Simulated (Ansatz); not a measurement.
**Resistivity from frozen vibrations: Ir(111) with 4 thermally displaced layers, 2x2**

Wanted: the phonon-limited resistivity of Ir at 800 K by the Landauer route.

Program: Ansatz 0.2.0. Level of theory: Ansatz plane-wave DFT, PBE, PAW files; ballistic transport by layer matching (Landauer), zero bias; PAW set soft_1. Results are calculated unless marked as measured.

## Step 1: The starting structure

The cell holds 40 atoms: 40 Ir. Its edges and angles: a = 5.430 Å, b = 5.430 Å, c = 22.222 Å, α = 93.5°, β = 86.5°, γ = 120.0°. It derives from Ir. Regions: lead, 24 atoms (24 Ir); scattering region, 16 atoms (16 Ir). The structure is stacked along c, and the current runs across the ab planes.

## Step 2: With 4 displaced layers

Each atom of 4 layers is moved at random, by amounts drawn from a normal law 0.0588 Å wide in each direction from the Debye model (420 K) at 800 K. The layers about the cell's end stay perfect and serve as the lead. Disorder leaves little or no symmetry, which makes such runs dear. Energies from -0.05 to 0.05 eV in steps of 0.05 eV are too few for the program's thermal sum, so it prints no conductance; for a metal the transmission near the Fermi level serves, at a fraction of the cost.

Input file input.yaml:

```yaml
crystal:
  lattice:
    - [5.4297315514, 0.0, 0.0]
    - [-2.7148657757, 4.7022854592, 0.0]
    - [1.3574328878, -0.7837142432, 22.1667862353]
  atoms:
    - { symbol: Ir, position: [0.9916666667, 0.0083333333, 0.05] }
    - { symbol: Ir, position: [0.9916666667, 0.5083333333, 0.05] }
    - { symbol: Ir, position: [0.4916666667, 0.0083333333, 0.05] }
    - { symbol: Ir, position: [0.4916666667, 0.5083333333, 0.05] }
    - { symbol: Ir, position: [0.1416666667, 0.3583333333, 0.15] }
    - { symbol: Ir, position: [0.1416666667, 0.8583333333, 0.15] }
    - { symbol: Ir, position: [0.6416666667, 0.3583333333, 0.15] }
    - { symbol: Ir, position: [0.6416666667, 0.8583333333, 0.15] }
    - { symbol: Ir, position: [0.2916666667, 0.2083333333, 0.25] }
    - { symbol: Ir, position: [0.2916666667, 0.7083333333, 0.25] }
    - { symbol: Ir, position: [0.7916666667, 0.2083333333, 0.25] }
    - { symbol: Ir, position: [0.7916666667, 0.7083333333, 0.25] }
    - { symbol: Ir, position: [0.9419192272, 0.0569640986, 0.3516993603] }
    - { symbol: Ir, position: [0.9392928533, 0.5517927157, 0.3509594918] }
    - { symbol: Ir, position: [0.462027325, 0.0698688679, 0.3481326399] }
    - { symbol: Ir, position: [0.4240420758, 0.5505552501, 0.3501096584] }
    - { symbol: Ir, position: [0.0656625349, 0.4050455281, 0.4466939776] }
    - { symbol: Ir, position: [0.0804700111, 0.9013854718, 0.4491606981] }
    - { symbol: Ir, position: [0.6027028962, 0.4213169865, 0.4496589335] }
    - { symbol: Ir, position: [0.6021535563, 0.9001680612, 0.4509327313] }
    - { symbol: Ir, position: [0.252370632, 0.2591804936, 0.5480271261] }
    - { symbol: Ir, position: [0.2287215829, 0.7527051549, 0.5505842874] }
    - { symbol: Ir, position: [0.7294917723, 0.2556463995, 0.5495774967] }
    - { symbol: Ir, position: [0.7487109625, 0.7611756056, 0.5509429808] }
    - { symbol: Ir, position: [0.8834264698, 0.1070587469, 0.6520802775] }
    - { symbol: Ir, position: [0.8993006231, 0.5932535798, 0.6540171939] }
    - { symbol: Ir, position: [0.4110159913, 0.1182234866, 0.6507017325] }
    - { symbol: Ir, position: [0.39651804, 0.6274382152, 0.6552015418] }
    - { symbol: Ir, position: [0.0416666667, 0.4583333333, 0.75] }
    - { symbol: Ir, position: [0.0416666667, 0.9583333333, 0.75] }
    - { symbol: Ir, position: [0.5416666667, 0.4583333333, 0.75] }
    - { symbol: Ir, position: [0.5416666667, 0.9583333333, 0.75] }
    - { symbol: Ir, position: [0.1916666667, 0.3083333333, 0.85] }
    - { symbol: Ir, position: [0.1916666667, 0.8083333333, 0.85] }
    - { symbol: Ir, position: [0.6916666667, 0.3083333333, 0.85] }
    - { symbol: Ir, position: [0.6916666667, 0.8083333333, 0.85] }
    - { symbol: Ir, position: [0.8416666667, 0.1583333333, 0.95] }
    - { symbol: Ir, position: [0.8416666667, 0.6583333333, 0.95] }
    - { symbol: Ir, position: [0.3416666667, 0.1583333333, 0.95] }
    - { symbol: Ir, position: [0.3416666667, 0.6583333333, 0.95] }
kpoints:
  mp_grid: { grid: [5, 5, 1] }
hamiltonian:
  xc: pbe
  pseudopotentials: { kind: paw, azcp: { folder: soft_1 } }
scf:
  occupations: { method: fermi_dirac, width: 0.1 }
output:
  transmission:
    leads: [[0, 4]]
    kmesh: [10, 10]
    e_range: [-0.05, 0.05]
    de: 0.05
  write_potential: true
  write_density: true
  volumetric_format: npy
  elf: true
```

Command:

```
$ ansatz run input.yaml --threads 4 --pin off --max-ram 15360MiB --backend cpu --events-out ev --progress --plain --runs-dir out
```

Numbers of over 12 decimals in the logs are rounded to 6 here.

What it wrote:

```text
Engine: ansatz 0.2.0, x86_64-unknown-linux-gnu
Pseudopotentials: kind: paw
Pseudopotential: Ir, paw, valence charge 17, recommended cutoff 420 eV (normal), soft_1/Ir.paw.azcp
Functional definition: PBE
  parameter kappa = 0.804
  parameter beta = 0.066725
  exchange = pbe_x(kappa = kappa, mu = beta*pi^2/3)
  correlation = pbe_c(beta = beta)
Crystal: 40 atoms, lattice volume = 565.966 Å³
Basis set: ecut = 420 eV, 11009 PW (Γ)
Bands: 408, of which v1, the nominal top of the filled ones, is band 340 counted from 1 (339 counted from 0)
Symmetry: 1 space group operations
Space group: P1 (ITA 1), of the structure as read, at distance tolerance 8.3e-5 Å
k-points: 13 of 25 (time reversal used)
Non-local potential: Ir, projectors of the file, l = 0: 3, l = 1: 2, l = 2: 2, l = 3: 1
PAW form: soft (Blöchl's): semilocal exchange-correlation on the pseudo side does not see the compensation charge
PAW one-centre angular grid: Ir, 590 points (default); XC on 64 Gauss nodes
Initial density: superposition of atomic densities (chi_scale 0.1, normalization cell)
Initial wavefunctions: pseudopotential atomic-orbital guess
Functional: x = pbe(κ = 0.804, μ = 0.219515), c = pbe(β = 0.066725)
SCF iter   1: F=—  HF=-477475.591841 eV  |F-HF|=—  |Δ(HF+E_count)|=         —  Δρ=4.94e-2  dr2=9.94e0  ethr=3.10e-3  ⟨swp⟩=5.0  Hψ=16948  notcnv=0  defer=51
preconditioner: auto → Kerker (q_TF=auto, 2.813 Å⁻¹)  [metal: Δε(μ)=0.027 eV  Ē_g=7.096 eV  σ=0.100 eV  W_gap=0.07  n_scr=228 (ndim 8)  ℏωp=29.6 eV  f_vac=0.000  D(μ)=33.61/eV (n_scr^D=330)]
SCF iter   2: F=—  HF=-477473.314477 eV  |F-HF|=—  |Δ(HF+E_count)|=    2.28e0  Δρ=2.72e-2  dr2=2.94e0  ethr=1.46e-3  ⟨swp⟩=2.0  Hψ=6427  notcnv=0  defer=254
SCF iter   3: F=—  HF=-477472.476908 eV  |F-HF|=—  |Δ(HF+E_count)|=   8.38e-1  Δρ=3.20e-3  dr2=2.39e-2  ethr=4.33e-4  ⟨swp⟩=2.1  Hψ=7941  notcnv=0  defer=254
SCF iter   4: F=—  HF=-477472.482897 eV  |F-HF|=—  |Δ(HF+E_count)|=   5.99e-3  Δρ=5.84e-4  dr2=2.73e-3  ethr=3.51e-6  ⟨swp⟩=2.0  Hψ=8309  notcnv=0  defer=254
SCF iter   5: F=—  HF=-477472.482447 eV  |F-HF|=—  |Δ(HF+E_count)|=   4.50e-4  Δρ=9.65e-5  dr2=1.81e-4  ethr=4.01e-7  ⟨swp⟩=2.2  Hψ=7294  notcnv=0  defer=254
SCF iter   6: F=—  HF=-477472.482457 eV  |F-HF|=—  |Δ(HF+E_count)|=   1.04e-5  Δρ=1.63e-5  dr2=3.07e-5  ethr=2.66e-8  ⟨swp⟩=1.0  Hψ=5050  notcnv=0  defer=254
SCF iter   7: F=—  HF=-477472.483273 eV  |F-HF|=—  |Δ(HF+E_count)|=   8.16e-4  Δρ=7.17e-6  dr2=1.18e-6  ethr=4.51e-9  ⟨swp⟩=1.0  Hψ=5050  notcnv=0  defer=254
SCF iter   8: F=-477472.483273 eV  HF=-477472.483273 eV  |F-HF|=3.02e-8  |Δ(HF+E_count)|=   6.76e-8  Δρ=1.85e-6  dr2=4.03e-8  ethr=1.47e-11  ⟨swp⟩=7.0  Hψ=12576  notcnv=0
SCF 1 converged in 8 iterations: F = -477472.483273 eV  dr2 = 4.03e-8
  greatest PAW one-centre occupation: 1.000 electrons in one spin orbital (limit 2), on the Ir atom at site 13 (counted from 0), in its partial waves of l = 0
transmission: 216 of 2132 steps passed
transmission: 430 of 2132 steps passed
[...]
transmission: 2132 of 2132 steps passed
SCF converged after 8 iterations
Free energy (F): -477472.483273 eV
Harris-Foulkes:  -477472.483273 eV  (|F-HF|=3.02e-8)
Internal energy: -477471.301847 eV  (E = F + TS)
E sigma→0 (E₀):  -477471.892560 eV
Entropy (-TS):   -1.181425 eV (-29.536 meV/atom)
Fermi energy:    25.830705 eV
--- Per-component energies (eV) ---
  E_band       = -3321.893150
  E_kinetic    = 21626.353793
  E_local      = -44133.038722  (includes V_loc(G=0)·N_el)
  E_nonlocal   = 7597.210107
  E_hartree    = 16548.490531
  E_xc         = -9224.853016
  E_vxc        = -10288.461446  (∫ρ·V_xc dr)
  E_paw        = -370607.795173  (= ΣΔE_a)
  E_vpaw       = -11220.971966  (= ΣTr[D̂ρ^β])
  E_aug_tail   = 0.013920  (compensation charges beyond the density's cutoff)
  E_ewald      = -99277.683287
  E_smearing   = -1.181425  (= −TS)
  E_closure    = 0.000000  (closes the sum)
  Σ components = -477472.483273   (vs F -477472.483273, Δ=0.00e0)
--- Band table (eV; the first three rows and the last of 13) ---
  k-point 0: bands = [... 336 lower, 26.6500, 26.6536, 26.6740, 26.6782, 26.6892, 26.6971, 26.7085, 26.7123, ... 64 higher]
  k-point 1: bands = [... 336 lower, 26.1122, 26.1260, 26.1344, 26.1479, 26.1840, 26.2395, 26.2588, 26.2945, ... 64 higher]
  k-point 2: bands = [... 336 lower, 25.1228, 25.1818, 25.2539, 25.3492, 25.3758, 25.4404, 25.5028, 25.5341, ... 64 higher]
  k-point 12: bands = [... 336 lower, 25.7344, 25.7796, 25.8156, 25.8497, 25.8541, 25.8923, 25.9221, 25.9481, ... 64 higher]
--- Transmission ---
  basis      : 223 plane waves across, 41 finite elements along
  points     : 52, standing for a mesh of 10 x 10
  energies   : 3 from -0.050000 to 0.050000 eV about the Fermi level, 0.050000 eV apart; the leads are filled to 0.000000 eV, and channels, transmission and decay are at 0.000000 eV
  crystal 0  : Ir4, at the sites [0, 4], period 2.2167 Å, over 13.30 Å; its Hamiltonian steps by up to 8.4 meV
    offset         : up to 0.0000 Å between an atom of the period and one for which it stands
    channels       : 5.780000e0 a spin
    conductance    : none, the energies end too early or step too widely for 300 K: set another output.transmission.e_range or a lower de, or, where they end at an eighth of basis.ecutwfc, a higher one
  junction   : crystal 0 to crystal 0, 0.70 to 20.65 Å
    transmission   : 5.127599e0 a spin
    conductance    : none, the energies end too early or step too widely for 300 K: set another output.transmission.e_range or a lower de, or, where they end at an eighth of basis.ecutwfc, a higher one
```

Run time: 3.9 min. Hardware: 4 threads of Intel Xeon Platinum 8488C (Sapphire Rapids), shared host; peak memory 5.2 GiB.

This step gave:

- free energy: -477472.4833 eV
- energy at zero smearing: -477471.8926 eV
- Fermi energy: 25.83 eV
- cell area: 25.53 Å²
- transmission per spin nearest the Fermi level: 5.128
- open channels per spin nearest the Fermi level: 5.78
- step of the lead's potential: 8.4 meV

Per spin. The transmission, zone mean by energy, zero at the Fermi level:

```
energy (eV)  transmission, zone mean
    -0.0500                     5.21
     0.0000                     5.13
     0.0500                     5.41
```

Per spin. Open channels, zone mean, lead against energy, zero at the Fermi level:

```
energy (eV)  open channels, zone mean, lead
    -0.0500                             5.9
     0.0000                            5.78
     0.0500                            6.14
```

Transmission over k1 and k2. At 0.0000 eV from the Fermi level.

Ten even steps from '0' (2.90) to '9' (7.61):
```
5431345545
3356543344
3153335035
5353993635
5453999354
5536399353
3530533351
3443345653
5545543134
5533555335
```
Columns: k1 (b1) from -0.5 to 0.4; rows upwards: k2 (b2) from -0.5 to 0.4.

Open channels over k1 and k2. At 0.0000 eV from the Fermi level.

Ten even steps from '_' (4.00) to '@' (8.00):
```
++++::__::++++++++++
::::++####++::::++++
::__##::::::##__::++
++::##::@@@@::##::++
++++++::@@@@@@::++++
++++::##::@@@@::##::
::++::__##::::::##__
::++++::::++####++::
++++++++++++::__::++
++++::::++++++::::++
```
Columns: k1 (b1) from -0.5 to 0.4; rows upwards: k2 (b2) from -0.5 to 0.4.

Valence density in the ca plane at fractional y = 0.118, with atoms of Ir within 0.2 Å of it. It is the smooth field of the valence electrons, not physical close to the nuclei.

Values in e/Å³, 8 rows by 16 columns, each cell a mean:
```
0.4 0.3 0.9 0.5 4.2 3.5 0.4 0.3 0.2 0.3 1.2 7.6 1.7 0.4 0.3 0.3
0.4 0.6 4.6 1.4 0.8 0.7 0.4 0.5 0.5 0.9 0.8 4.8 1.3 0.5 0.3 0.3
0.4 0.5 3.5 1.2 0.9 0.5 0.4 0.5 1.1 2.6 0.4 0.7 0.4 1.5 0.7 0.7
0.5 0.3 0.5 0.6 4.9 2.8 0.3 0.3 0.5 1.1 0.7 2.8 0.7 1.2 0.7 0.7
0.4 0.3 0.9 0.6 4.5 2.9 0.3 0.3 0.3 0.4 1.4 8.1 1.7 0.4 0.3 0.3
0.4 0.6 4.6 1.4 0.7 0.5 0.4 0.4 0.6 1.1 0.7 3.7 0.9 0.5 0.3 0.3
0.4 0.5 3.5 1.2 0.6 0.5 0.4 0.6 1.1 2.4 0.4 0.4 0.4 1.5 0.7 0.7
0.5 0.3 0.5 0.5 3.7 2.8 0.4 0.4 0.4 0.8 0.5 1.8 0.6 1.2 0.7 0.7
```
Columns run along c (16.0 Å, from fractional 0.14 to 0.86 of the cell), rows up along a (5.4 Å). Atoms in or near the plane, at fractional coordinates: Ir at (0.65, 0.88), Ir at (0.65, 0.41).

ELF in the ca plane at fractional y = 0.118, with atoms of Ir within 0.2 Å of it. It is the smooth field of the valence electrons, not physical close to the nuclei.

Ten even steps from '0' (0.16) to '9' (0.59), each cell a mean:
```
33211122232698963333200023332498973322211123
34332465333378952334310122332596883233210023
22233699843224422234322233233489973332210023
22233699953334321133223467633235533323322223
34332588744334321122233478842334332257533334
33221233234589832222222367633334422357533334
22210123333798952333211123233489853334432223
33211122233798952332200123332597973322211123
34332465334478842333210122232597873333210023
22233699843323322222222244333379962322210023
22233699952333211122233467633234323223322223
34332598743223222233234478742233322257533334
33221243233368742233223356422223222357533324
22210133332699963333211122223368743334432223
```
Columns run along c (16.0 Å, from fractional 0.14 to 0.86 of the cell), rows up along a (5.4 Å). Atoms in or near the plane, at fractional coordinates: Ir at (0.65, 0.88), Ir at (0.65, 0.41).

Electrostatic potential energy in the ca plane at fractional y = 0.118, with atoms of Ir within 0.2 Å of it. With pseudopotentials it is smooth inside the atoms' cores, unlike the true potential.

Values in eV, 8 rows by 16 columns, each cell a mean:
```
 23  25  13  21 -21 -15  24  25  27  26  10 -41   3  24  26  25
 23  19 -29   7  15  16  23  21  20  12  16 -27   9  22  25  25
 23  21 -20   8  13  20  22  19   9 -13  22  18  23   0  15  16
 21  26  20  20 -28  -8  25  25  20   7  17 -11  18   5  16  15
 23  25  13  20 -24  -9  26  26  26  24   7 -42   3  24  26  25
 23  19 -29   7  16  20  24  23  18   9  17 -19  14  22  26  25
 23  21 -20   9  18  22  22  19   9 -10  24  22  24   1  15  16
 21  26  20  22 -19  -8  24  24  22  14  21  -1  20   5  16  15
```
Columns run along c (16.0 Å, from fractional 0.14 to 0.86 of the cell; values clipped at the 3rd and 97th percentile), rows up along a (5.4 Å). Atoms in or near the plane, at fractional coordinates: Ir at (0.65, 0.88), Ir at (0.65, 0.41).

Over the solved energies the transmission per spin lies between 5.13 and 5.41, out of 5.94 channels of the lead on average (up to 6.14).

(Part 1 of 2 ends here.)

[Logs are printed without paths, hosts, clocks, repeated set-up lines and the standing remarks that a program may print on its own settings, such as how far it seeks lower states.]

[Hosts, paths, dates, database ids (printed as entryN), source tags and the programs' standing remarks are cut or masked in the printed files.]
